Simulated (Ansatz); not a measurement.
**Formation energy and levels of the substitutional impurity Bi_B in BP (F-43m)**

Charge states of Bi_B in BP (F-43m), set against the band edges. Model: a cell of 54 host atoms with 1 B taken out and 1 Bi put in.

Main program and level: Ansatz 0.2.0; place-levels on r2SCAN runs: charge-transition levels and formation energies with image-charge correction and potential alignment at the atomic sites; PAW set soft_1.

## Step 1: Starting point

The cell holds 54 atoms: 26 B, 27 P and 1 Bi. Cell: a = 9.623 Å, b = 9.623 Å, c = 9.623 Å, α = 60.0°, β = 60.0°, γ = 60.0°. It derives from BP (space group F-43m). Nearest the centre at fractional (0.667, 0.333, 0.667): Bi47 at 0.00 Å, P22 at 1.96 Å, P40 at 1.96 Å, P24 at 1.96 Å, P28 at 1.96 Å, B41 at 3.21 Å, B35 at 3.21 Å, B29 at 3.21 Å.

As a file:

```xyz
54
Lattice="0.0000 6.8046 6.8046 6.8046 0.0000 6.8046 6.8046 6.8046 0.0000" Properties=species:S:1:pos:R:3 pbc="T T T"
B     0.0000    0.0000    0.0000
P     3.4023    3.4023    3.4023
B     2.2682    2.2682    0.0000
P     5.6705    5.6705    3.4023
B     4.5364    4.5364    0.0000
P     7.9386    7.9386    3.4023
B     2.2682    0.0000    2.2682
P     5.6705    3.4023    5.6705
B     4.5364    2.2682    2.2682
P     7.9386    5.6705    5.6705
B     6.8046    4.5364    2.2682
P    10.2068    7.9386    5.6705
B     4.5364    0.0000    4.5364
P     7.9386    3.4023    7.9386
B     6.8046    2.2682    4.5364
P    10.2068    5.6705    7.9386
B     9.0727    4.5364    4.5364
P    12.4750    7.9386    7.9386
B     0.0000    2.2682    2.2682
P     3.4023    5.6705    5.6705
B     2.2682    4.5364    2.2682
P     5.6705    7.9386    5.6705
B     4.5364    6.8046    2.2682
P     7.9386   10.2068    5.6705
B     2.2682    2.2682    4.5364
P     5.6705    5.6705    7.9386
B     4.5364    4.5364    4.5364
P     7.9386    7.9386    7.9386
B     6.8046    6.8046    4.5364
P    10.2068   10.2068    7.9386
B     4.5364    2.2682    6.8046
P     7.9386    5.6705   10.2068
B     6.8046    4.5364    6.8046
P    10.2068    7.9386   10.2068
B     9.0727    6.8046    6.8046
P    12.4750   10.2068   10.2068
B     0.0000    4.5364    4.5364
P     3.4023    7.9386    7.9386
B     2.2682    6.8046    4.5364
P     5.6705   10.2068    7.9386
B     4.5364    9.0727    4.5364
P     7.9386   12.4750    7.9386
B     2.2682    4.5364    6.8046
P     5.6705    7.9386   10.2068
B     4.5364    6.8046    6.8046
P     7.9386   10.2068   10.2068
Bi    6.8046    9.0727    6.8046
P    10.2068   12.4750   10.2068
B     4.5364    4.5364    9.0727
P     7.9386    7.9386   12.4750
B     6.8046    6.8046    9.0727
P    10.2068   10.2068   12.4750
B     9.0727    9.0727    9.0727
P    12.4750   12.4750   12.4750
```

Known beforehand: the electronic dielectric constant, 9.31, and the static one, 9.42, computed on the host (DFPT, PBEsol, on the r2SCAN cell), and a cell off the functional's own equilibrium shifts the ionic part.

The cell's shortest repeat is 9.6 Å.

## Step 2: What was run first

Levels follow from differences of total energies between charge states, each relaxed by itself.

Each atom starts 0.05 Å or so off its site in a random direction: a symmetric start keeps its symmetry, and would miss off-centre moves and Jahn–Teller distortions. Forces are taken on a 2×2×2 shifted mesh. The cell holds 1 electron more than the neutral one, with a uniform background that keeps it neutral on the whole. The electron count is odd, so at least one spin is unpaired; this run locks the moment at 1 μB.

The sampling was tested on the host first: at the k-points planned (1x1x1 shifted 0.25 0.25 0.25) its energy lies 0.152 eV an atom from the dense-mesh value, so the final energies take a denser sampling.

One state's input; the others differ in charge, spin, start and seed, and in occupations where the table says so.

File qm1_M1.relax/input.yaml:

```yaml
crystal:
  lattice:
    - [0.0, 2.26818541, 2.26818541]
    - [2.26818541, 0.0, 2.26818541]
    - [2.26818541, 2.26818541, 0.0]
  atoms:
    - { symbol: B, position: [0.0, 0.0, 0.0] }
    - { symbol: P, position: [0.75, 0.75, 0.75] }
  supercell: [3, 3, 3]
  defects: [{ substitution: { at: 46, symbol: Bi } }]
total_charge: -1
basis:
  ecutwfc: 500
  xc_grid: 2
hamiltonian:
  xc: r2scan
  pseudopotentials: { kind: paw, azcp: { folder: soft_1 } }
kpoints:
  mp_grid: { grid: [2, 2, 2], shift: [0.5, 0.5, 0.5] }
magnetization:
  spin_polarized: true
  initial_magnetization: 1
  spin_locking: { lock_magnetization: hard }
scf:
  occupations: { method: fixed }
  max_iter: 60
output:
  forces: true
  charged_corrections: { epsilon: 9.31, static_epsilon: 9.42 }
relax:
  f_tol: 0.02
  max_steps: 80
  random_displacement: { amplitude: 0.05, seed: 6112 }
checkpoint:
  write: "../qm1_M1.relax.run"
  compress: false
  write_wavefunctions: true
  write_every: 100000
```

Run with:

```sh
> ansatz run input.yaml --threads 4 --pin off --max-ram 7536MiB --backend cpu --events-out ev --progress --plain --runs-dir out
```

The run of this state that the levels use, under r2SCAN:

File qm1_M1.point/input.yaml:

```yaml
crystal:
  checkpoint: "../qm1_M1.relax.run"
  host: checkpoint
total_charge: -1
basis:
  ecutwfc: 500
  xc_grid: 2
hamiltonian:
  xc: r2scan
  pseudopotentials: { kind: paw, azcp: { folder: soft_1 } }
kpoints:
  mp_grid: { grid: [2, 2, 2], shift: [0.5, 0.5, 0.5] }
magnetization:
  spin_polarized: true
  initial_magnetization: 1
  spin_locking: { lock_magnetization: hard }
scf:
  occupations: { method: fixed }
  max_iter: 60
output:
  forces: true
  eigenvalues: true
  charged_corrections:
    epsilon: 9.31
    static_epsilon: 9.42
    defect_position: [0.666667, 0.333333, 0.666667]
  eigenstates: { localisation: true }
  populations: true
  efg: {}
  band_densities: [{ bands: [v1, v1] }, { bands: [c1, c1] }]
  write_density: true
  write_potential: true
  volumetric_format: npy
checkpoint:
  read: "../qm1_M1.relax.run"
  write: "../qm1_M1.point.run"
  compress: false
  write_wavefunctions: false
  write_every: 100000
```

Relaxations under r2SCAN at a 2×2×2 shifted mesh; times on 4 threads of Arm Neoverse V2, shared host:

```
charge  moment (μB)  occupations    outcome  steps  largest displacement against the far atoms (Å)     time
    −1            1        fixed  converged     19                                            0.82   14 min
     0            0        fixed  converged      6                                            0.48  2.3 min
    +1            1        fixed  converged      7                                            0.44  6.2 min
     0            2        fixed  converged     15                                            0.46   13 min
```

Single points under r2SCAN at a 2×2×2 shifted mesh; times on 4 threads of Arm Neoverse V2, shared host:

```
charge  moment (μB)  occupations    outcome  time
    −1            1        fixed  converged  56 s
     0            0        fixed  converged  24 s
    +1            1        fixed  converged  54 s
     0            2        fixed  converged  55 s
```

Distances (Å) from Bi47 to the nearest atoms after relaxation with r2SCAN:

```
charge  moment (μB)      1.      2.      3.      4.      5.      6.
    −1            1  P 2.43  P 2.43  P 2.43  P 2.51  B 3.07  B 3.07
     0            0  P 2.42  P 2.42  P 2.42  P 2.42  B 3.22  B 3.22
     0            2  P 2.40  P 2.40  P 2.41  P 2.41  B 3.25  B 3.25
    +1            1  P 2.39  P 2.39  P 2.39  P 2.40  B 3.25  B 3.26
```

## Step 3: place-levels, r2SCAN

A charged cell interacts with its images and the background, and its potential has another zero than the host's. place-levels removes the first by a point-charge model, screened by the static dielectric constant since the ions have relaxed around the charge, and the second by comparing potentials at atoms far from the defect.

The host is a run of the defect-free crystal in the same cutoffs, grids and k-points, so that basis and sampling errors cancel in part in the differences. The host is run in a cell of 2 atoms on a matching mesh. Its band edges are searched through the zone by a band path, so the gap is smaller than, or equal to, that on the mesh. Chemical potentials are energies per atom of B (alpha-rhombohedral (B12)) and Bi (A7 rhombohedral), run with the same functional and cutoff.

File levels.point.yaml:

```yaml
host:
  run: host.point.run
states: [qm1_M1.point.run, q0.point.run, qp1_M1.point.run, q0_M2.point.run]
geometry_from:
  qm1_M1.point.run: qm1_M1.relax.run
  q0.point.run: q0.relax.run
  qp1_M1.point.run: qp1_M1.relax.run
  q0_M2.point.run: q0_M2.relax.run
  host.point.run: host.relax.run
chemical_potentials:
  B:
    energy: -156.554104
    dataset: <sha256 of the dataset>
  Bi:
    energy: -12413.333252
    dataset: "<sha256 of the dataset>"
epsilon: 9.31
static_epsilon: 9.42
vertical:
  - { from: qm1_M1.point.run, to: qm1_M1.point_neutral.run }
  - { from: qp1_M1.point.run, to: qp1_M1.point_neutral.run }
```

Run with:

```sh
> ansatz place-levels levels.point.yaml -- --threads 4 --pin off --max-ram 7536MiB
```

Numbers of over 12 decimals in the logs are rounded to 6 here.

The log of the run:

```text
[... repeated set-up lines and file paths are left out, and long positions are rounded to six places ...]
(+1/0) 0.899 eV above the valence edge, 0.508 eV under the conduction edge
(0/-1) 1.498 eV above the valence edge (+2.021 eV without the band-filling correction), in the conduction band
formation energy of charge +1: +7.580 eV with the Fermi level at the valence edge
formation energy of charge 0: +8.479 eV with the Fermi level at the valence edge
formation energy of charge -1: +9.977 eV with the Fermi level at the valence edge
vertical -1 to 0: no energy, since no alignment is typed
  the change from vertical[0].from (qm1_M1.point.run) to vertical[0].to (qm1_M1.point_neutral.run): by its potential at epsilon 9.31 it stands at 0.372 0.249 0.581, with an rms radius of about 4.5 Å (3.0 2.4 2.4 Å across the planes of the cell's vectors); [...]
vertical +1 to 0: no energy, since no alignment is typed
  the change from vertical[1].from (qp1_M1.point.run) to vertical[1].to (qp1_M1.point_neutral.run): by its potential at epsilon 9.31 it stands at 0.591 0.257 0.589, with an rms radius of about 3.6 Å (2.1 2.1 2.1 Å across the planes of the cell's vectors); [...]
  edges by r2scan, gap 1.407 eV; the host is sampled to repeats of 19.25 Å
  the defect's cells are sampled to repeats of 19.25 Å, like sampling
  charge +1: -37009.0194 eV with its correction of +0.817 eV, at epsilon 9.42, aligned at sites: +0.5592 eV, mean over 19 atomic sites at or beyond 4.81 Å from the defect at [0.6667, 0.3333, 0.6667], with +0.000000 for the charge's moments and without [...]
  charge 0: +0.000 eV for its dipole among its images, +0.000 omitted
  charge -1: -36987.6399 eV with its correction of -0.424 eV, at epsilon 9.42, aligned at sites: +0.6812 eV, mean over 19 atomic sites at or beyond 4.81 Å from the defect at [0.6667, 0.3333, 0.6667], with +0.000000 for the charge's moments and without [...]
  charge 0: states[3] (q0_M2.point.run) stands 0.761 eV higher, with a moment of 2.00 μB against 0.00
  of states[2] (qp1_M1.point.run): it parts from the run at its places by a charge that spreads by about 2.1 Å along one vector (1.4 Å or more is wide), by its potential at epsilon 9.31, taken for that of held ions (one typed too small widens it), where the [...]
  of states[1] (q0.point.run): its alignment with the host at atomic sites is doubtful: the mean over the far sites moves by +0.0509 eV from their farther parts to their nearer, more than 0.05 eV. [...]
  of states[0] (qm1_M1.point.run): it parts from the run at its places by a charge that spreads by about 3 Å along one vector (1.4 Å or more is wide), by its potential at epsilon 9.31, taken for that of held ions (one typed too small widens it), where the [...]
  of states[3] (q0_M2.point.run): its moments are held at its close (magnetization.spin_locking), by a field of 0.347 eV a Bohr magneton, and its energy and levels are of the state that this holds: a run that lets them go can end lower; band_overlap_at_count; [...]
  of vertical[0].from (qm1_M1.point.run): band_overlap_at_count; stability_check_not_made; of the run under geometry_from: band_overlap_at_count; [...]
  of vertical[1].from (qp1_M1.point.run): stability_check_not_made; [...]
```

The job ended after 0.28 s (4 threads of Arm Neoverse V2, shared host).

Levels between the charges placed, in eV above the valence top:

```
        gap (eV)  (+1/0)  (0/−1)
r2SCAN      1.41    0.90    1.50
```

Corrections by state:

```
charge  moment (μB)  image terms and alignment (eV)  band filling (eV)  ε used  over the lowest of its charge, as the program ranks them, band filling apart (eV)
    +1          1.0                           0.817                  -    9.42                                                                              0.000
     0          0.0                           0.000                  -       -                                                                              0.000
    −1          1.0                          -0.424             -0.524    9.42                                                                              0.000
     0          2.0                           0.000                  -       -                                                                              0.761
```

The charged structures listed were also run neutral, and place-levels reads from each pair, by the potential or the spins, how wide the charge is by which they differ; that can be the carrier of either run.

```
charge  rms radius (Å)  spread where it is widest against the cell (Å)  wide from (Å)  reading
    +1             3.6                                            2.06           1.36     wide
    −1             4.5                                            2.97           1.36     wide
```

The neutral runs of these pairs need not share the spin of the lowest neutral state, and very wide values only mean spread over the cell.

From the program's caveats on the states, each cut to its opening words:

- charge +1 (1 μB): it parts from the run at its places by a charge that spreads by about 2.1 Å along one vector (1.4 Å or more is wide), by its potential at epsilon 9.31, taken [...]
- charge +1 (1 μB), −1 (1 μB), 0 (2 μB): flagged: stability check not made
- charge 0: its alignment with the host at atomic sites is doubtful: the mean over the far sites moves by +0.0509 eV from their farther parts to their nearer, more than [...]
- charge −1 (1 μB): it parts from the run at its places by a charge that spreads by about 3 Å along one vector (1.4 Å or more is wide), by its potential at epsilon 9.31, taken for [...]
- charge −1 (1 μB): a band-filling correction moves a carrier to the host's band edge, which changes its energy by -0.524 eV
- charge −1 (1 μB): its alignment with the host at atomic sites is doubtful: the mean over the far sites moves by +0.0828 eV from their farther parts to their nearer, more than [...]
- charge −1 (1 μB), 0 (2 μB): filled levels lie above empty ones at the fixed electron count
- charge 0 (2 μB): its moments are held at its close (magnetization.spin_locking), by a field of 0.347 eV a Bohr magneton, and its energy and levels are of the state that this [...]

The host's formation energy from the elements is -0.484 eV per atom; it sets how far the chemical potentials can move.

Limit set by the element alone; other compounds of these elements are not counted. Chemical potentials from the elements' reference states: B 0.00 eV, P -0.97 eV, Bi 0.00 eV. Formation energy by charge state (B-rich; gap 1.41 eV):

```
charge  at valence top (eV)  at conduction bottom (eV)  correction included (eV)
    +1                 7.58                       8.99                      0.82
     0                 8.48                       8.48                      0.00
    −1                 9.98                       8.57                     -0.95
```

| Fermi level (eV) | lowest formation energy (eV) |
| --- | --- |
| 0.00 | 7.58 |
| 0.13 | 7.71 |
| 0.26 | 7.84 |
| 0.38 | 7.96 |
| 0.51 | 8.09 |
| 0.64 | 8.22 |
| 0.77 | 8.35 |
| 0.90 | 8.48 |
| 1.02 | 8.48 |
| 1.15 | 8.48 |
| 1.28 | 8.48 |
| 1.41 | 8.48 |

Limit set by the element alone; other compounds of these elements are not counted. Chemical potentials from the elements' reference states: P 0.00 eV, B -0.97 eV, Bi 0.00 eV. Formation energy by charge state (P-rich; gap 1.41 eV):

```
charge  at valence top (eV)  at conduction bottom (eV)  correction included (eV)
    +1                 6.61                       8.02                      0.82
     0                 7.51                       7.51                      0.00
    −1                 9.01                       7.60                     -0.95
```

| Fermi level (eV) | lowest formation energy (eV) |
| --- | --- |
| 0.00 | 6.61 |
| 0.13 | 6.74 |
| 0.26 | 6.87 |
| 0.38 | 6.99 |
| 0.51 | 7.12 |
| 0.64 | 7.25 |
| 0.77 | 7.38 |
| 0.90 | 7.51 |
| 1.02 | 7.51 |
| 1.15 | 7.51 |
| 1.28 | 7.51 |
| 1.41 | 7.51 |

## Step 4: Outcome

```json
{
  "gap of the host": "1.41 eV (r2SCAN)",
  "level (plus 1/0)": "0.90 eV above the valence top",
  "level (0/minus 1)": "1.50 eV above the valence top, past the conduction bottom (2.02 eV above the valence top without the band-filling term)",
  "lowest of the charges placed, just above the valence top (0.02 eV)": "+1",
  "lowest of the charges placed, just below the conduction bottom (0.02 eV)": "0",
  "lowest formation energy at mid-gap of the charges run, B-rich": "8.28 eV",
  "lowest formation energy at mid-gap of the charges run, P-rich": "7.32 eV"
}
```

In words: Of the charges placed (−1, 0 and +1), the lowest changes at 0.90 eV (+1/0) above the valence top, in a gap of 1.41 eV. (+1/0) lies nearer to a band edge than the share of the finite-size correction in it (0.82 eV), and that correction holds for a localised charge alone. Charges above +1 were not placed, so these runs say nothing of levels that involve them. States placed: +1 at 1 μB; 0 at 0 μB and 2 μB; −1 at 1 μB. Other spin states or structures, where not listed, weren't placed. The program finds carriers beyond a band edge of the host and adds a band-filling term at charge −1 (-0.52 eV); steps to such a charge show no bound level, and a defect level inside a band would be read the same way. Bi is taken at its element; compounds, which aren't counted here, bound the chemical potentials and would shift these formation energies. The program doubts the alignment of potentials for at least one state, a sign that the cell is small. Limits: r2SCAN makes the gap too small and tends to spread out bound carriers; spin–orbit coupling, which can matter with heavy atoms, is left out.

[Logs are printed without paths, hosts, clocks, repeated set-up lines and the standing remarks that a program may print on its own settings, such as how far it seeks lower states.]

[Hosts, paths, dates, database ids (printed as entryN), source tags and the programs' standing remarks are cut or masked in the printed files.]

[Where a table of states has a column of steps, it counts the stored structures, which are thinned; the runs took as many ionic steps or more.]

[A defect's name tells the site on which it was built; relaxed atoms can leave that site.]

[For some hosts the program warned that the k-mesh of the response run may be too coarse for force constants and the static dielectric constant; such warnings are not shown here.]
